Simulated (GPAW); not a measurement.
Computed O K edges (GPAW, LDA, excited-electron core hole (neutral cell), supercells with 5.5 to 5.9 Å between holes, Gaussian full width 0.9 eV up to 4 eV, rising linearly to 3.5 eV at 25 eV, without spin-orbit coupling) of these absorbers are given in random order:
A. LiTi2O4 (Fd-3m): 3 Ti at 1.98 Å and 1 Li at 2.03 Å (distorted tetrahedral, site symmetry 3m)
B. MnPbO3 (Pm-3m): 2 Mn at 1.96 Å (linear, site symmetry 4/mmm)
C. Sr2MgReO6 (I4/m): 1 Re at 1.94 Å and 1 Mg at 2.07 Å (bent, 165°, site symmetry m)

Energy from 523.9 eV of photon energy (total-energy differences, less 8.8 eV, the free-atom term for the hole's spin; none where the hole was spin-polarised); mean of 1 over the first 20 eV. In the free atom LDA prices this hole about 4 eV below PBE, which is itself good to a few eV.

```
E (eV)  spectrum 1  spectrum 2  spectrum 3
  -2.0        0.00        0.00        0.00
  -1.4        0.00        0.00        0.00
  -0.8        0.00        0.02        0.00
  -0.2        0.00        0.36        0.00
   0.4        0.03        1.17        0.00
   1.0        0.52        1.03        0.00
   1.6        1.07        0.29        0.08
   2.2        0.25        0.79        0.85
   2.8        0.01        1.72        1.67
   3.4        0.02        2.09        1.17
   4.0        0.17        1.91        0.28
   4.6        0.78        1.08        0.45
   5.2        1.92        0.38        2.12
   5.8        3.04        0.10        2.21
   6.4        2.73        0.02        0.59
   7.0        1.61        0.00        0.61
   7.6        0.79        0.01        1.27
   8.2        0.57        0.06        1.52
   8.8        0.77        0.23        0.72
   9.4        1.22        0.64        0.28
  10.0        1.57        1.29        0.50
  10.6        1.63        1.80        0.87
  11.2        1.70        1.83        1.15
  11.8        1.76        1.70        1.45
  12.4        1.64        1.72        1.63
  13.0        1.36        1.67        1.48
  13.6        1.03        1.37        1.22
  14.2        0.75        1.06        1.04
  14.8        0.54        0.92        0.91
  15.4        0.42        0.91        0.86
  16.0        0.38        0.93        0.91
  16.6        0.42        0.98        1.00
  17.2        0.52        1.06        1.04
  17.8        0.63        1.13        0.97
  18.4        0.74        1.15        0.87
  19.0        0.80        1.09        0.78
  19.6        0.80        0.97        0.74
  20.2        0.76        0.83        0.73
  20.8        0.71        0.68        0.70
  21.4        0.69        0.56        0.61
  22.0        0.69        0.47        0.50
  22.6        0.71        0.41        0.41
  23.2        0.73        0.39        0.38
  23.8        0.75        0.40        0.41
  24.4        0.76        0.42        0.48
  25.0        0.76        0.45        0.56
  25.6        0.77        0.49        0.64
  26.2        0.76        0.52        0.70
  26.8        0.76        0.53        0.74
  27.4        0.76        0.53        0.77
  28.0        0.76        0.53        0.78
  28.6        0.77        0.53        0.79
  29.2        0.77        0.53        0.79
  29.8        0.79        0.56        0.78
  30.4        0.81        0.60        0.79
  31.0        0.83        0.66        0.80
  31.6        0.84        0.72        0.82
```

Q: Which spectrum belongs to which crystal?

Spectrum 1 is C (rising edge 525.0 eV, maxima 0.2 eV (1.11), 4.7 eV (3.13) and 10.5 eV (1.76) above its zero). Spectrum 2 is B (rising edge 523.9 eV, maxima 0.6 eV (1.30), 3.5 eV (2.11) and 10.9 eV (1.87) above its zero). Spectrum 3 is A (rising edge 526.0 eV, maxima 0.6 eV (1.67) and 3.3 eV (2.67) above its zero). After the best relative shift (up to 4 eV allowed) the most alike pair, MnPbO3 (Pm-3m) and LiTi2O4 (Fd-3m), differs by 48 % r.m.s., the least alike, Sr2MgReO6 (I4/m) and MnPbO3 (Pm-3m), by 66 %. Between 0 and 20 eV on the axis shown, these two part most near 6.0 eV, where Sr2MgReO6 (I4/m) is higher by 3.1. The rising edges span 2.1 eV, lowest for MnPbO3 (Pm-3m).

The hole lies in one spin channel, while the script sums the empty states of both and takes the lower zero; where the two channels are split, this blurs and shifts the curve. The spins start antiferromagnetically in a simple order, which needn't be the measured one; gap and edge can depend on it. Lifetime broadening is put in by hand, and intensities beyond about 20 eV depend on it. Meshes are coarse enough for small ripples in MnPbO3 (Pm-3m) and Sr2MgReO6 (I4/m). An odd electron count makes a spin-paired run metallic (right for a metal, not for a magnetic or distorted insulator) in Sr2MgReO6 (I4/m). No gap over 0.35 eV is found on the unit cell's mesh (right for a metal, a fault of the functional for a small-gap or correlated insulator) in LiTi2O4 (Fd-3m), MnPbO3 (Pm-3m) and Sr2MgReO6 (I4/m). All cells keep the holes under 6.5 Å apart, so shapes are probably not fully converged. Sr2MgReO6 (I4/m) has several inequivalent sites of the absorber; only the listed one is shown, while a measurement adds them all. The structures are entries of the Crystallography Open Database and the Materials Project (computed), used as given.

[Logs are printed without paths, hosts, clocks, repeated set-up lines and the standing remarks that a program may print on its own settings, such as how far it seeks lower states.]

[Hosts, paths, dates, database ids (printed as entryN), source tags and the programs' standing remarks are cut or masked in the printed files.]
